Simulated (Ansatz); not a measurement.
# Formation energy and levels of the vacancy V_N in GaN (F-43m)

Aim: at which Fermi levels does V_N in GaN (F-43m) change its charge? The model is a cell of 54 host atoms with 1 N taken out.

Main program and level: Ansatz 0.2.0; place-levels on r2SCAN runs: charge-transition levels and formation energies with image-charge correction and potential alignment at the atomic sites; PAW set soft_1.

## (1) Set-up

The cell holds 53 atoms: 27 Ga and 26 N. Its edges and angles: a = 9.685 Å, b = 9.685 Å, c = 9.685 Å, α = 60.0°, β = 60.0°, γ = 60.0°. It derives from GaN (space group F-43m). Nearest the centre at fractional (0.417, 0.417, 0.417): Ga28 at 1.98 Å, Ga32 at 1.98 Å, Ga44 at 1.98 Å, Ga27 at 1.98 Å, N45 at 3.23 Å, N33 at 3.23 Å, N16 at 3.23 Å, N39 at 3.23 Å.

Coordinates:

```xyz
53
Lattice="0.0000 6.8485 6.8485 6.8485 0.0000 6.8485 6.8485 6.8485 0.0000" Properties=species:S:1:pos:R:3 pbc="T T T"
Ga    0.0000    0.0000    0.0000
N     1.1414    1.1414    1.1414
Ga    2.2828    2.2828    0.0000
N     3.4243    3.4243    1.1414
Ga    4.5657    4.5657    0.0000
N     5.7071    5.7071    1.1414
Ga    2.2828    0.0000    2.2828
N     3.4243    1.1414    3.4243
Ga    4.5657    2.2828    2.2828
N     5.7071    3.4243    3.4243
Ga    6.8485    4.5657    2.2828
N     7.9899    5.7071    3.4243
Ga    4.5657    0.0000    4.5657
N     5.7071    1.1414    5.7071
Ga    6.8485    2.2828    4.5657
N     7.9899    3.4243    5.7071
Ga    9.1313    4.5657    4.5657
N    10.2728    5.7071    5.7071
Ga    0.0000    2.2828    2.2828
N     1.1414    3.4243    3.4243
Ga    2.2828    4.5657    2.2828
N     3.4243    5.7071    3.4243
Ga    4.5657    6.8485    2.2828
N     5.7071    7.9899    3.4243
Ga    2.2828    2.2828    4.5657
N     3.4243    3.4243    5.7071
Ga    4.5657    4.5657    4.5657
Ga    6.8485    6.8485    4.5657
N     7.9899    7.9899    5.7071
Ga    4.5657    2.2828    6.8485
N     5.7071    3.4243    7.9899
Ga    6.8485    4.5657    6.8485
N     7.9899    5.7071    7.9899
Ga    9.1313    6.8485    6.8485
N    10.2728    7.9899    7.9899
Ga    0.0000    4.5657    4.5657
N     1.1414    5.7071    5.7071
Ga    2.2828    6.8485    4.5657
N     3.4243    7.9899    5.7071
Ga    4.5657    9.1313    4.5657
N     5.7071   10.2728    5.7071
Ga    2.2828    4.5657    6.8485
N     3.4243    5.7071    7.9899
Ga    4.5657    6.8485    6.8485
N     5.7071    7.9899    7.9899
Ga    6.8485    9.1313    6.8485
N     7.9899   10.2728    7.9899
Ga    4.5657    4.5657    9.1313
N     5.7071    5.7071   10.2728
Ga    6.8485    6.8485    9.1313
N     7.9899    7.9899   10.2728
Ga    9.1313    9.1313    9.1313
N    10.2728   10.2728   10.2728
```

The host's dielectric constants go in as inputs: 6.00 for the electrons alone, 10.56 with the ions, computed on the host (DFPT, PBEsol, on the r2SCAN cell), and a cell off the functional's own equilibrium shifts the ionic part.

The relaxed host is scaled by +1.5 % along all axes; the dielectric constants are those of the unstrained host.

The cell's shortest repeat is 9.7 Å.

## (2) Charge states

A transition level is the Fermi level at which two charge states cost the same, so each charge needs its own total energy, at its own relaxed structure.

Each atom starts 0.05 Å or so off its site in a random direction: a symmetric start keeps its symmetry, and would miss off-centre moves and Jahn–Teller distortions. Forces are taken on a 2×2×2 shifted mesh. The cell holds 1 electron more than the neutral one, with a uniform background that keeps it neutral on the whole.

The sampling was tested on the host first: at the k-points planned (1x1x1 shifted 0.25 0.25 0.25) its energy lies 0.066 eV an atom from the dense-mesh value, so the final energies take a denser sampling.

One state's input; the others differ in charge, spin, start and seed, and in occupations where the table says so.

The input, qm1.relax/input.yaml:

```yaml
crystal:
  lattice:
    - [0.0, 2.2828334, 2.2828334]
    - [2.2828334, 0.0, 2.2828334]
    - [2.2828334, 2.2828334, 0.0]
  atoms:
    - { symbol: Ga, position: [0.0, 0.0, 0.0] }
    - { symbol: "N", position: [0.25, 0.25, 0.25] }
  supercell: [3, 3, 3]
  defects: [{ vacancy: 27 }]
total_charge: -1
basis:
  ecutwfc: 500
  xc_grid: 2
hamiltonian:
  xc: r2scan
  pseudopotentials: { kind: paw, azcp: { folder: soft_1 } }
kpoints:
  mp_grid: { grid: [2, 2, 2], shift: [0.5, 0.5, 0.5] }
scf:
  occupations: { method: fixed }
  max_iter: 60
output:
  forces: true
  charged_corrections: { epsilon: 6.0, static_epsilon: 10.56 }
relax:
  f_tol: 0.02
  max_steps: 80
  random_displacement: { amplitude: 0.05, seed: 332 }
checkpoint:
  write: "../qm1.relax.run"
  compress: false
  write_wavefunctions: true
  write_every: 100000
```

Launch:

```bash
$ ansatz run input.yaml --threads 4 --pin off --max-ram 15073MiB --backend cpu --events-out ev --progress --plain --runs-dir out
```

The run of this state that the levels use, under r2SCAN:

The input, qm1.point/input.yaml:

```yaml
crystal:
  checkpoint: "../qm1.relax.run"
  host: checkpoint
total_charge: -1
basis:
  ecutwfc: 500
  xc_grid: 2
hamiltonian:
  xc: r2scan
  pseudopotentials: { kind: paw, azcp: { folder: soft_1 } }
kpoints:
  mp_grid: { grid: [2, 2, 2], shift: [0.5, 0.5, 0.5] }
scf:
  occupations: { method: fixed }
  max_iter: 60
output:
  forces: true
  eigenvalues: true
  charged_corrections:
    epsilon: 6.0
    static_epsilon: 10.56
    defect_position: [0.416667, 0.416667, 0.416667]
  eigenstates: { localisation: true }
  populations: true
  band_densities: [{ bands: [v1, v1] }, { bands: [c1, c1] }]
  write_density: true
  write_potential: true
  volumetric_format: npy
  elf: true
checkpoint:
  read: "../qm1.relax.run"
  write: "../qm1.point.run"
  compress: false
  write_wavefunctions: false
  write_every: 100000
```

Relaxations under r2SCAN at a 2×2×2 shifted mesh; times on 4 threads of Arm Neoverse V2, shared host:

| charge | moment (μB) | occupations | outcome | steps | largest displacement against the far atoms (Å) | time |
| --- | --- | --- | --- | --- | --- | --- |
| −1 | 0 | fixed | converged | 5 | 0.09 | 4.3 min |
| 0 | 1 | fixed | converged | 5 | 0.01 | 11 min |
| +1 | 0 | fixed | converged | 5 | 0.07 | 4.3 min |
| +2 | 1 | fixed | converged | 6 | 0.23 | 13 min |
| +3 | 0 | fixed | converged | 6 | 0.39 | 5.3 min |
| −1 | 2 | fixed | converged | 7 | 0.13 | 17 min |

Single points under r2SCAN at a 2×2×2 shifted mesh; times on 4 threads of Arm Neoverse V2, shared host:

| charge | moment (μB) | occupations | outcome | time |
| --- | --- | --- | --- | --- |
| −1 | 0 | fixed | converged | 53 s |
| 0 | 1 | fixed | converged | 1.8 min |
| +1 | 0 | fixed | converged | 50 s |
| +2 | 1 | fixed | converged | 1.9 min |
| +3 | 0 | fixed | converged | 51 s |
| −1 | 2 | fixed | converged | 1.8 min |

Distances (Å) from the ideal centre to the nearest atoms after relaxation with r2SCAN:

| charge | moment (μB) | 1. | 2. | 3. | 4. | 5. | 6. |
| --- | --- | --- | --- | --- | --- | --- | --- |
| −1 | 0 | Ga 1.89 | Ga 1.91 | Ga 1.91 | Ga 1.91 | N 3.21 | N 3.22 |
| −1 | 2 | Ga 1.87 | Ga 1.88 | Ga 1.89 | Ga 1.92 | N 3.19 | N 3.20 |
| 0 | 1 | Ga 1.97 | Ga 1.97 | Ga 1.97 | Ga 1.98 | N 3.22 | N 3.22 |
| +1 | 0 | Ga 2.03 | Ga 2.04 | Ga 2.04 | Ga 2.05 | N 3.21 | N 3.22 |
| +2 | 1 | Ga 2.20 | Ga 2.21 | Ga 2.21 | Ga 2.21 | N 3.23 | N 3.23 |
| +3 | 0 | Ga 2.37 | Ga 2.37 | Ga 2.37 | Ga 2.37 | N 3.22 | N 3.22 |

## (3) Placing the levels, r2SCAN

A charged cell interacts with its images and the background, and its potential has another zero than the host's. place-levels removes the first by a point-charge model, screened by the static dielectric constant since the ions have relaxed around the charge, and the second by comparing potentials at atoms far from the defect.

The host is a run of the defect-free crystal in the same cutoffs, grids and k-points, so that basis and sampling errors cancel in part in the differences. The host is run in a cell of 2 atoms on a matching mesh. Its band edges are searched through the zone by a band path, so the gap is smaller than, or equal to, that on the mesh. Chemical potentials are energies per atom of N (N2 molecule), run with the same functional and cutoff.

The input, levels.point.yaml:

```yaml
host:
  run: host.point.run
states: [qm1.point.run, q0_M1.point.run, qp1.point.run, qp2_M1.point.run, qp3.point.run, qm1_M2.point.run]
geometry_from:
  qm1.point.run: qm1.relax.run
  q0_M1.point.run: q0_M1.relax.run
  qp1.point.run: qp1.relax.run
  qp2_M1.point.run: qp2_M1.relax.run
  qp3.point.run: qp3.relax.run
  qm1_M2.point.run: qm1_M2.relax.run
  host.point.run: host.relax.run
chemical_potentials:
  "N":
    energy: -384.814403
    dataset: "<sha256 of the dataset>"
epsilon: 6.0
static_epsilon: 10.56
vertical:
  - { from: qm1.point.run, to: qm1.point_neutral.run }
  - { from: qp1.point.run, to: qp1.point_neutral.run }
  - { from: qp2_M1.point.run, to: qp2_M1.point_neutral.run }
  - { from: qp3.point.run, to: qp3.point_neutral.run }
  - { from: qm1_M2.point.run, to: qm1_M2.point_neutral.run }
```

Launch:

```bash
$ ansatz place-levels levels.point.yaml -- --threads 4 --pin off --max-ram 15073MiB
```

Numbers of over 12 decimals in the logs are rounded to 6 here.

Output:

```text
[... repeated set-up lines and file paths are left out, and long positions are rounded to six places ...]
(+3/+2) 0.067 eV beneath the valence edge, in the valence band
(+2/+1) 0.069 eV above the valence edge, 1.800 eV under the conduction edge
(+1/0) 1.991 eV above the valence edge (+2.380 eV without the band-filling correction), in the conduction band; not on the lower envelope
(0/-1) 1.938 eV above the valence edge (+2.806 eV without the band-filling correction), in the conduction band; not on the lower envelope
(+1/-1) 1.964 eV above the valence edge (+2.593 eV without the band-filling correction), in the conduction band: charges between them are lowest nowhere
formation energy of charge +3: +1.817 eV with the Fermi level at the valence edge
formation energy of charge +2: +1.751 eV with the Fermi level at the valence edge
formation energy of charge +1: +1.819 eV with the Fermi level at the valence edge
formation energy of charge 0: +3.810 eV with the Fermi level at the valence edge
formation energy of charge -1: +5.748 eV with the Fermi level at the valence edge
vertical -1 to 0: no energy, since no alignment is typed
  the change from vertical[0].from (qm1.point.run) to vertical[0].to (qm1.point_neutral.run): by its potential at epsilon 6 it stands at 0.418 0.418 0.417, with an rms radius of about 3.0 Å (1.8 1.7 1.7 Å across the planes of the cell's vectors); [...]
vertical +1 to 0: no energy, since no alignment is typed
  the change from vertical[1].from (qp1.point.run) to vertical[1].to (qp1.point_neutral.run): by its potential at epsilon 6 it stands at 0.415 0.416 0.415, with an rms radius of about 2.9 Å (1.7 1.7 1.7 Å across the planes of the cell's vectors); [...]
vertical +2 to 0: no energy, since no alignment is typed
[...]
of states[1] (q0_M1.point.run): a band-filling correction moves a carrier to the host's band edge, which changes its energy by -0.389 eV; [...]
  of states[0] (qm1.point.run): it parts from the run at its places by a charge that spreads by about 1.8 Å along one vector (1.4 Å or more is wide), by its potential at epsilon 6, taken for that of held ions (one typed too small widens it), where the cell [...]
  of states[5] (qm1_M2.point.run): it parts from the run at its places by a charge that spreads by about 1.4 Å along one vector (1.4 Å or more is wide), by its potential at epsilon 6, taken for that of held ions (one typed too small widens it), where the cell [...]
  of vertical[0].from (qm1.point.run): it parts from the run at its places by a charge that spreads by about 1.8 Å along one vector (1.4 Å or more is wide), by its potential at epsilon 6, taken for that of held ions (one typed too small widens it), where the [...]
  of vertical[0].to (qm1.point_neutral.run): stability_check_not_made
  of vertical[1].from (qp1.point.run): it parts from the run at its places by a charge that spreads by about 1.7 Å along one vector (1.4 Å or more is wide), by its potential at epsilon 6, taken for that of held ions (one typed too small widens it), where the [...]
  of vertical[1].to (qp1.point_neutral.run): stability_check_not_made
  of vertical[2].from (qp2_M1.point.run): stability_check_not_made; [...]
  of vertical[2].to (qp2_M1.point_neutral.run): stability_check_not_made
  of vertical[3].from (qp3.point.run): its displacements don't fall off away from the defect: farther atoms stand 0.011 Å off the host's places. [...]
  of vertical[3].to (qp3.point_neutral.run): its displacements don't fall off away from the defect: farther atoms stand 0.011 Å off the host's places. [...]
  of vertical[4].from (qm1_M2.point.run): its moments are held at its close (magnetization.spin_locking), by a field of 0.077 eV a Bohr magneton, and its energy and levels are of the state that this holds: a run that lets them go can end lower; [...]
  of vertical[4].to (qm1_M2.point_neutral.run): stability_check_not_made
```

Wall time 0.54 s (4 threads of Arm Neoverse V2, shared host).

Levels between the charges placed, in eV above the valence top:

|  | gap (eV) | (+3/+2) | (+2/+1) | (+1/0) | (0/−1) |
| --- | --- | --- | --- | --- | --- |
| r2SCAN | 1.87 | -0.07 | 0.07 | 1.99 | 1.94 |

Corrections by state:

| charge | moment (μB) | image terms and alignment (eV) | band filling (eV) | ε used | over the lowest of its charge, as the program ranks them, band filling apart (eV) |
| --- | --- | --- | --- | --- | --- |
| +3 | 0.0 | 1.295 | - | 10.56 | 0.000 |
| +2 | 1.0 | 0.486 | - | 10.56 | 0.000 |
| +1 | 0.0 | 0.057 | - | 10.56 | 0.000 |
| 0 | 1.0 | 0.000 | -0.389 | - | 0.000 |
| −1 | 0.0 | 0.311 | -1.258 | 10.56 | 0.000 |
| −1 | 2.0 | 0.321 | - | 10.56 | 0.176 |

The charged structures listed were also run neutral, and place-levels reads from each pair, by the potential or the spins, how wide the charge is by which they differ; that can be the carrier of either run.

| charge | rms radius (Å) | spread where it is widest against the cell (Å) | wide from (Å) | reading |
| --- | --- | --- | --- | --- |
| +3 | 2.3 | 1.30 | 1.37 | narrow |
| +2 | 2.5 | 1.45 | 1.37 | wide |
| +1 | 2.9 | 1.68 | 1.37 | wide |
| −1 | 3.0 | 1.75 | 1.37 | wide |

The neutral runs of these pairs need not share the spin of the lowest neutral state, and very wide values only mean spread over the cell.

From the program's caveats on the states, each cut to its opening words:

- charge +3: it parts from the run that its charge is read beside by 3 carriers, of which the mean alone is read, by its potential at epsilon 6, taken for that of held ions [...]
- charge +3: its alignment with the host at atomic sites is doubtful: the mean over the far sites moves by -0.3786 eV from their farther parts to their nearer, more than [...]
- charge +3: its displacements don't fall off away from the defect: farther atoms stand 0.011 Å off the host's places
- charge +2 (1 μB): it parts from the run at its places by a charge that spreads by about 1.5 Å along one vector (1.4 Å or more is wide), by its potential at epsilon 6, taken for [...]
- charge +2 (1 μB): its alignment with the host at atomic sites is doubtful: the mean over the far sites moves by -0.2433 eV from their farther parts to their nearer, more than [...]
- charge +2 (1 μB), 0 (1 μB), −1 (2 μB): flagged: stability check not made
- charge +1: it parts from the run at its places by a charge that spreads by about 1.7 Å along one vector (1.4 Å or more is wide), by its potential at epsilon 6, taken for [...]
- charge +1: its alignment with the host at atomic sites is doubtful: the mean over the far sites moves by -0.1321 eV from their farther parts to their nearer, more than [...]
- charge 0 (1 μB): a band-filling correction moves a carrier to the host's band edge, which changes its energy by -0.389 eV
- charge 0 (1 μB): its alignment with the host at atomic sites is doubtful: the mean over the far sites moves by -0.0677 eV from their farther parts to their nearer, more than [...]
- charge −1: it parts from the run at its places by a charge that spreads by about 1.8 Å along one vector (1.4 Å or more is wide), by its potential at epsilon 6, taken for [...]
- charge −1: a band-filling correction moves a carrier to the host's band edge, which changes its energy by -1.258 eV
- charge −1 (2 μB): it parts from the run at its places by a charge that spreads by about 1.4 Å along one vector (1.4 Å or more is wide), by its potential at epsilon 6, taken for [...]
- charge −1 (2 μB): its moments are held at its close (magnetization.spin_locking), by a field of 0.077 eV a Bohr magneton, and its energy and levels are of the state that this [...]

The host's formation energy from the elements is -0.632 eV per atom at this strain; it sets how far the chemical potentials can move.

Limit set by the element alone; other compounds of these elements are not counted. Chemical potentials from the elements' reference states: Ga 0.00 eV, N -1.26 eV. Formation energies (Ga-rich), with the Fermi level at the valence top and at the conduction bottom (gap 1.87 eV):

| charge | at valence top (eV) | at conduction bottom (eV) | correction included (eV) |
| --- | --- | --- | --- |
| +3 | 0.55 | 6.16 | 1.30 |
| +2 | 0.49 | 4.22 | 0.49 |
| +1 | 0.55 | 2.42 | 0.06 |
| 0 | 2.55 | 2.55 | -0.39 |
| −1 | 4.48 | 2.61 | -0.95 |

Fermi level (eV), lowest formation energy (eV) and a bar from the least value:
```
     0.00       0.49 
     0.17       0.72 ####
     0.34       0.89 ######
     0.51       1.06 #########
     0.68       1.23 ############
     0.85       1.40 ##############
     1.02       1.57 #################
     1.19       1.74 ###################
     1.36       1.91 ######################
     1.53       2.08 #########################
     1.70       2.25 ###########################
     1.87       2.42 ##############################
```

Limit set by the element alone; other compounds of these elements are not counted. Chemical potentials from the elements' reference states: N 0.00 eV, Ga -1.26 eV. Formation energy by charge state (N-rich; gap 1.87 eV):

| charge | at valence top (eV) | at conduction bottom (eV) | correction included (eV) |
| --- | --- | --- | --- |
| +3 | 1.82 | 7.42 | 1.30 |
| +2 | 1.75 | 5.49 | 0.49 |
| +1 | 1.82 | 3.69 | 0.06 |
| 0 | 3.81 | 3.81 | -0.39 |
| −1 | 5.75 | 3.88 | -0.95 |

| Fermi level (eV) | lowest formation energy (eV) |
| --- | --- |
| 0.00 | 1.75 |
| 0.17 | 1.99 |
| 0.34 | 2.16 |
| 0.51 | 2.33 |
| 0.68 | 2.50 |
| 0.85 | 2.67 |
| 1.02 | 2.84 |
| 1.19 | 3.01 |
| 1.36 | 3.18 |
| 1.53 | 3.35 |
| 1.70 | 3.52 |
| 1.87 | 3.69 |

## (4) Results

```json
{
 "gap of the host": "1.87 eV (r2SCAN)",
 "level (plus 3/plus 2)": "0.07 eV below the valence top",
 "level (plus 2/plus 1)": "0.07 eV above the valence top",
 "level (plus 1/0)": "1.99 eV above the valence top, past the conduction bottom, not a change between lowest states (2.38 eV above the valence top without the band-filling term)",
 "level (0/minus 1)": "1.94 eV above the valence top, past the conduction bottom, not a change between lowest states (2.81 eV above the valence top without the band-filling term)",
 "lowest of the charges placed, just above the valence top (0.02 eV)": "+2",
 "lowest of the charges placed, just below the conduction bottom (0.02 eV)": "+1",
 "lowest formation energy at mid-gap of the charges run, Ga-rich": "1.49 eV",
 "lowest formation energy at mid-gap of the charges run, N-rich": "2.75 eV"
}
```

Of the charges placed (−1, 0, +1, +2 and +3), the lowest changes at 0.07 eV (+2/+1) above the valence top, in a gap of 1.87 eV. (+2/+1) lies nearer to a band edge than the share of the finite-size correction in it (0.43 eV), and that correction holds for a localised charge alone. (+3/+2) and (+2/+1) lie 0.07 and 0.07 eV from a band edge, less than the doubt on such levels. States placed: +3 at 0 μB; +2 at 1 μB; +1 at 0 μB; 0 at 1 μB; −1 at 0 μB and 2 μB. Other spin states or structures, where not listed, weren't placed. The program finds carriers beyond a band edge of the host and adds a band-filling term at charge −1 (-1.26 eV) and 0 (-0.39 eV); steps to such a charge show no bound level, and a defect level inside a band would be read the same way. The program doubts the alignment of potentials for at least one state, a sign that the cell is small. What this leaves open: r2SCAN makes the gap too small and tends to spread out bound carriers; where a gas molecule sets a chemical potential or the host's formation energy, its binding is uncorrected.

[Logs are printed without paths, hosts, clocks, repeated set-up lines and the standing remarks that a program may print on its own settings, such as how far it seeks lower states.]

[Hosts, paths, dates, database ids (printed as entryN), source tags and the programs' standing remarks are cut or masked in the printed files.]

[Where a table of states has a column of steps, it counts the stored structures, which are thinned; the runs took as many ionic steps or more.]

[A defect's name tells the site on which it was built; relaxed atoms can leave that site.]

[For some hosts the program warned that the k-mesh of the response run may be too coarse for force constants and the static dielectric constant; such warnings are not shown here.]
